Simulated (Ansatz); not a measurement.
# Rb: the spin part of the Knight shift

Aim: the contact shift that conduction electrons give to the nuclei of Rb, and how far it is converged.

Calculated with Ansatz 0.2.0; DFT, PBE, plane-wave PAW, default files (PAW set soft_2), collinear spin, scalar-relativistic.

The database entry behind the starting cell lists a temperature near 78 K, so it need not match the best structure at ambient conditions.

### Step 1. The structure

Symmetry: Im-3m, No. 229, cubic system. The conventional cell has a = 5.605 Å, b = 5.605 Å, c = 5.605 Å, α = 90.00°, β = 90.00°, γ = 90.00°. Nearest to Rb lie 8 Rb at 4.85 Å.

Structure file:

```cif
data_structure
_symmetry_space_group_name_H-M 'P 1'
_symmetry_Int_Tables_number 1
_cell_length_a 4.8541
_cell_length_b 4.8541
_cell_length_c 4.8541
_cell_angle_alpha 109.471
_cell_angle_beta 109.471
_cell_angle_gamma 109.471
_cell_volume 88.04
loop_
_atom_site_label
_atom_site_type_symbol
_atom_site_fract_x
_atom_site_fract_y
_atom_site_fract_z
_atom_site_occupancy
Rb1 Rb 0.00000 0.00000 0.00000 1
```

The cell is an entry of the Crystallography Open Database; it need not be the form that is stable at ambient conditions.

### Step 2. The crystal in a Zeeman field

A field acting on the spins alone polarises the electrons at the Fermi level, and through exchange the cores. The spin density that this leaves at a nucleus gives the contact field (2μ₀/3) μB ρ_s, and its ratio to B is the isotropic contact shift K; the spin-dipolar anisotropy is not included. The field, 200 T, is far above laboratory fields so that the moment stands clear of numerical noise; it splits the spins by 23 meV, against a smearing of 70 meV. The net moment comes from states near the Fermi level, so the mesh must be dense.

File input.yaml:

```yaml
crystal:
  lattice:
    - [-2.8025, 2.8025, 2.8025]
    - [2.8025, -2.8025, 2.8025]
    - [2.8025, 2.8025, -2.8025]
  atoms:
    - { symbol: Rb, position: [0.0, 0.0, 0.0] }
kpoints:
  mp_grid: { grid: [16, 16, 16] }
scf:
  lower_state_search: "off"
  occupations: { method: fermi_dirac, width: 0.07 }
  convergence: { dr2_threshold: 1.0e-10 }
hamiltonian:
  xc: pbe
output:
  efg: { contact_densities: true, quadrupole_moments_barn: { Rb: 0.1335 } }
  forces: true
  dos: { de: 0.02 }
  write_density: true
  write_potential: true
  elf: true
  volumetric_format: npy
magnetization:
  spin_polarized: true
  magnetic_field: 200
```

Launch:

```bash
> ansatz run input.yaml --threads 2 --pin off --max-ram 4096MiB --backend cpu --events-out ev --progress --plain --runs-dir out
```

Numbers of over 12 decimals in the logs are rounded to 6 here.

Log:

```text
[a pick of lines, long numbers rounded; other set-up, energy and force rows are left out]
Functional definition: PBE
Basis set: ecut = 420 eV, 1721 PW (Γ), exchange–correlation on 72×72×72 points (8 copies of the dense FFT grid, shifted against one another)
Symmetry: 48 space group operations
k-points: 145 of 4096
SCF iter   1: F=—  HF=-3266.746500 eV  |F-HF|=—  |Δ(HF+E_count)|=         —  Δρ=6.03e-3 (↑6.03e-3 ↓5.99e-3)  dr2=1.75e-2  dr2_m=2.77e-2  M=0.997 μB ∫|m|=0.997 μB  ethr=2.17e-4  ⟨swp⟩=1.0  Hψ=26732  notcnv=0
SCF iter   2: F=—  HF=-3267.015890 eV  |F-HF|=—  |Δ(HF+E_count)|=         —  Δρ=2.48e-3 (↑2.48e-3 ↓2.03e-3)  dr2=1.66e-2  dr2_m=2.85e-3  M=0.687 μB ∫|m|=0.687 μB  β_m=0.30  ethr=1.94e-4  ⟨swp⟩=3.9  Hψ=6661  notcnv=0  defer=4
preconditioner: auto → Kerker (q_TF=auto, 1.866 Å⁻¹)  [metal: Δε(μ)=0.017 eV  Ē_g=3.810 eV  σ=0.070 eV  W_gap=0.06  n_scr=12 (ndim 8)  ℏωp=4.0 eV  f_vac=0.000  D(μ)=0.79/eV (n_scr^D=0)]
SCF iter   3: F=—  HF=-3267.283036 eV  |F-HF|=—  |Δ(HF+E_count)|=   2.67e-1  Δρ=3.58e-3 (↑3.56e-3 ↓3.58e-3)  dr2=1.30e-2  dr2_m=9.36e-3  M=0.306 μB ∫|m|=0.306 μB  β_m=0.30  ethr=1.85e-4  ⟨swp⟩=2.9  Hψ=5590  notcnv=0  defer=4
SCF iter   4: F=—  HF=-3267.301554 eV  |F-HF|=—  |Δ(HF+E_count)|=   1.85e-2  Δρ=2.77e-3 (↑2.43e-3 ↓2.77e-3)  dr2=3.42e-3  dr2_m=4.60e-3  M=0.300 μB ∫|m|=0.300 μB  β_m=0.30  ethr=1.44e-4  ⟨swp⟩=3.0  Hψ=6708  notcnv=0  defer=4
SCF iter   5: F=—  HF=-3267.313479 eV  |F-HF|=—  |Δ(HF+E_count)|=   1.19e-2  Δρ=1.95e-3 (↑1.77e-3 ↓1.95e-3)  dr2=9.18e-4  dr2_m=2.61e-3  M=0.270 μB ∫|m|=0.270 μB  β_m=0.30  ethr=3.80e-5  ⟨swp⟩=2.2  Hψ=5124  notcnv=0  defer=4
SCF iter   6: F=—  HF=-3267.325882 eV  |F-HF|=—  |Δ(HF+E_count)|=   1.24e-2  Δρ=1.48e-3 (↑1.47e-3 ↓1.48e-3)  dr2=1.18e-4  dr2_m=1.73e-3  M=0.234 μB ∫|m|=0.234 μB  β_m=0.30  ethr=1.02e-5  ⟨swp⟩=2.4  Hψ=4434  notcnv=0  defer=4
SCF iter   7: F=—  HF=-3267.333979 eV  |F-HF|=—  |Δ(HF+E_count)|=   8.10e-3  Δρ=1.21e-3 (↑1.21e-3 ↓1.20e-3)  dr2=3.92e-5  dr2_m=1.16e-3  M=0.204 μB ∫|m|=0.204 μB  β_m=0.30  ethr=1.31e-6  ⟨swp⟩=2.6  Hψ=4592  notcnv=0  defer=4
SCF iter   8: F=—  HF=-3267.340379 eV  |F-HF|=—  |Δ(HF+E_count)|=   6.40e-3  Δρ=1.01e-3 (↑1.01e-3 ↓1.00e-3)  dr2=3.05e-6  dr2_m=8.15e-4  M=0.175 μB ∫|m|=0.175 μB  β_m=0.30  ethr=4.36e-7  ⟨swp⟩=2.2  Hψ=4493  notcnv=0  defer=4
SCF iter   9: F=—  HF=-3267.355927 eV  |F-HF|=—  |Δ(HF+E_count)|=         —  Δρ=6.60e-5 (↑6.60e-5 ↓6.49e-5)  dr2=1.96e-6  dr2_m=2.99e-6  M=0.010 μB ∫|m|=0.010 μB  β_m=1.00  ethr=3.38e-8  ⟨swp⟩=8.7  Hψ=22045  notcnv=0
SCF iter  10: F=—  HF=-3267.355972 eV  |F-HF|=—  |Δ(HF+E_count)|=   4.51e-5  Δρ=3.40e-5 (↑3.40e-5 ↓3.15e-5)  dr2=1.35e-6  dr2_m=5.71e-7  M=0.015 μB ∫|m|=0.015 μB  β_m=1.00  ethr=2.17e-8  ⟨swp⟩=2.0  Hψ=6034  notcnv=0
SCF iter  11: F=—  HF=-3267.355985 eV  |F-HF|=—  |Δ(HF+E_count)|=   1.30e-5  Δρ=1.49e-5 (↑1.49e-5 ↓1.34e-5)  dr2=8.74e-8  dr2_m=1.41e-7  M=0.017 μB ∫|m|=0.017 μB  β_m=0.30  ethr=1.51e-8  ⟨swp⟩=2.0  Hψ=3710  notcnv=0
SCF iter  12: F=—  HF=-3267.355986 eV  |F-HF|=—  |Δ(HF+E_count)|=   1.14e-6  Δρ=1.25e-5 (↑1.25e-5 ↓1.13e-5)  dr2=5.70e-8  dr2_m=1.03e-7  M=0.017 μB ∫|m|=0.017 μB  β_m=0.65  ethr=9.71e-10  ⟨swp⟩=2.8  Hψ=3906  notcnv=0
SCF iter  13: F=—  HF=-3267.355988 eV  |F-HF|=—  |Δ(HF+E_count)|=   2.64e-6  Δρ=3.86e-6 (↑3.86e-6 ↓3.61e-6)  dr2=6.86e-9  dr2_m=1.06e-8  M=0.019 μB ∫|m|=0.019 μB  β_m=0.82  ethr=6.34e-10  ⟨swp⟩=2.5  Hψ=4149  notcnv=0
SCF iter  14: F=—  HF=-3267.355989 eV  |F-HF|=—  |Δ(HF+E_count)|=   2.78e-7  Δρ=9.55e-7 (↑9.55e-7 ↓7.29e-7)  dr2=4.89e-10  dr2_m=4.22e-10  M=0.019 μB ∫|m|=0.019 μB  β_m=0.91  ethr=7.62e-11  ⟨swp⟩=2.5  Hψ=4137  notcnv=0
SCF iter  15: F=-3267.355989 eV  HF=-3267.355989 eV  |F-HF|=4.41e-11  |Δ(HF+E_count)|=   1.20e-8  Δρ=9.22e-8 (↑9.22e-8 ↓5.57e-8)  dr2=1.44e-11  dr2_m=1.76e-12  M=0.019 μB ∫|m|=0.019 μB  β_m=0.96  ethr=1.11e-12  ⟨swp⟩=5.0  Hψ=12034  notcnv=0
SCF iter  16: F=-3267.355989 eV  HF=-3267.355989 eV  |F-HF|=1.82e-12  |Δ(HF+E_count)|=  7.19e-11  Δρ=1.87e-8 (↑1.66e-8 ↓1.87e-8)  dr2=1.83e-12  dr2_m=7.14e-14  M=0.019 μB ∫|m|=0.019 μB  β_m=0.98  ethr=1.00e-12  ⟨swp⟩=4.2  Hψ=10511  notcnv=0
SCF iter  17: F=-3267.355989 eV  HF=-3267.355989 eV  |F-HF|=4.55e-13  |Δ(HF+E_count)|=  3.64e-12  Δρ=7.23e-9 (↑4.83e-9 ↓7.23e-9)  dr2=7.09e-14  dr2_m=1.45e-14  M=0.019 μB ∫|m|=0.019 μB  ethr=1.00e-12  ⟨swp⟩=3.5  Hψ=9035  notcnv=0
SCF converged after 17 iterations
Magnetization: 0.0193 μB (4.5097 up, 4.4903 down)
Absolute magnetization: 0.0193 μB (∫|ρ↑−ρ↓|, with the PAW one-centre terms)
Per-site moments (μB) at R_I (Å): [(0.00800773, 2.002305)]
Free energy (F): -3267.355989 eV
Fermi energy:    2.084673 eV
--- Forces (eV/Å), atoms counted from 1 ---
--- PAW observables at the nuclei: V_zz in 10²¹ V/m², potentials from the cell's mean, atoms counted from 1 ---
  atom   1  Rb V_zz =    -0.000000   η = 0.0000   by run symmetry: forbidden   C_q = -0.0000 MHz
            electrostatic potential = -5298.763027 V   contact ρ = 361982.347220 e/Å³   contact ρ_s (e/Å³): all electrons +0.173500, valence +0.172981
--- Band table (eV; the first three rows and the last of 290) ---
  k-point 0 ↑: bands = ["-26.8137", "-10.8528", "-10.8528", "-10.8528", "0.0457", "5.7765", "5.7765", "5.7765", "6.7311"]
  k-point 1 ↑: bands = ["-26.8135", "-10.8570", "-10.8541", "-10.8528", "0.0934", "5.7065", "5.7094", "5.8206", "6.6068"]
  k-point 2 ↑: bands = ["-26.8130", "-10.8689", "-10.8580", "-10.8528", "0.2348", "5.4502", "5.5303", "5.9524", "6.4698"]
  k-point 144 ↓: bands = ["-26.7803", "-10.9047", "-10.9047", "-10.9047", "3.3397", "3.3397", "5.4391", "5.4391", "5.4391"]
```

It took 32 s on 2 threads of Arm Neoverse N1, shared host; peak memory 0.51 GiB; 60 s of CPU time.

The moment is 0.0193 μB a cell, a spin susceptibility of 54.0 × 10⁻⁶ emu per mole of atoms. With 7.769 T for 1 e/Å³:

| site | nucleus | contact shift (ppm) | from valence states | rest (mostly cores) |
| --- | --- | --- | --- | --- |
| Rb | 87Rb | 6740 | 6720 | 20 |

The split depends on the files: semicore shells that they treat as valence count in the first part.

### Step 3. Is the response linear?

The shift is a ratio that holds only while the moment grows in step with the field, so the field is doubled.

input.yaml: that of step 2 with these lines changed.

```diff
@@ -18,9 +18,4 @@
   forces: true
-  dos: { de: 0.02 }
-  write_density: true
-  write_potential: true
-  elf: true
-  volumetric_format: npy
 magnetization:
   spin_polarized: true
-  magnetic_field: 200
+  magnetic_field: 400
```

Log:

```text
[a pick of lines, long numbers rounded; other set-up, energy and force rows are left out]
[...]
Basis set: ecut = 420 eV, 1721 PW (Γ), exchange–correlation on 72×72×72 points (8 copies of the dense FFT grid, shifted against one another)
[... 1 set-up line as in the run before ...]
k-points: 145 of 4096
[...]
SCF converged after 17 iterations
Magnetization: 0.0387 μB (4.5193 up, 4.4807 down)
Absolute magnetization: 0.0387 μB (∫|ρ↑−ρ↓|, with the PAW one-centre terms)
Per-site moments (μB) at R_I (Å): [(0.016014, 2.002305)]
Free energy (F): -3267.356324 eV
Fermi energy:    2.084637 eV
--- Forces (eV/Å), atoms counted from 1 ---
[...]
atom   1  Rb V_zz =    +0.000000   η = 0.0000   by run symmetry: forbidden   C_q = +0.0000 MHz
[...]
```

Wall time 27 s (2 threads); peak memory 0.5 GiB.

The moment goes from 0.0193 to 0.0387 μB, a factor of 2.00, and the shift of Rb from 6740 to 6740 ppm. The response is linear on all sites, to 3 % of the larger of shift and valence part or 3 ppm; the largest move is -1 ppm, on Rb.

### Step 4. How settled the numbers are

Each row names what differs in the settings from the first run, the PAW files staying the same unless named (PBE, default files (PAW set soft_2), mesh 16×16×16, fermi dirac smearing of 0.07 eV, cutoff 420 eV, 200 T). Shifts in ppm; times on 2 threads of Arm Neoverse N1, shared host.

| run | time | χ_s (10⁻⁶ emu/mol) | Rb |
| --- | --- | --- | --- |
| first run | 32 s | 54.0 | 6740 |
| JTH files, cutoff 660 eV | 38 s | 53.0 | 6680 |
| PBEsol | 28 s | 56.2 | 7550 |
| r2SCAN, cutoff 500 eV | 89 s | 67.0 | 7710 |
| mesh 17×17×17, volume × 0.960 | 29 s | 56.3 | 7170 |
| gaussian 0.07 eV | 25 s | 58.8 | 7410 |

### Step 5. What came out

```
87Rb contact shift  : 6740 ppm
spin susceptibility : 54.0 × 10⁻⁶ emu per mole of atoms
```

In words: The spin part of the Knight shift is 6740 ppm on Rb in the first run. Another form of smearing at the same width (gaussian) changes the shift of Rb by +10 %; it is narrower in effect than Fermi-Dirac smearing, so mesh noise enters. No row of the table has a finer mesh on this cell, so the value may still hold a sampling error. Another functional changes the shift of Rb by +12 % (PBEsol) and +14 % (r2SCAN, with its higher cutoff). Other files change the shift of Rb by -0.9 % (JTH files, with their own cutoff). Over the rows of this table on the first cell the shift spans 6680 to 7710 ppm on Rb. 1 further run of this session (failed, refused or on trial settings) is not shown. The orbital shift is left out.

[Logs are printed without paths, hosts, clocks, repeated set-up lines and the standing remarks that a program may print on its own settings, such as how far it seeks lower states.]

[Hosts, paths, dates, database ids (printed as entryN), source tags and the programs' standing remarks are cut or masked in the printed files.]
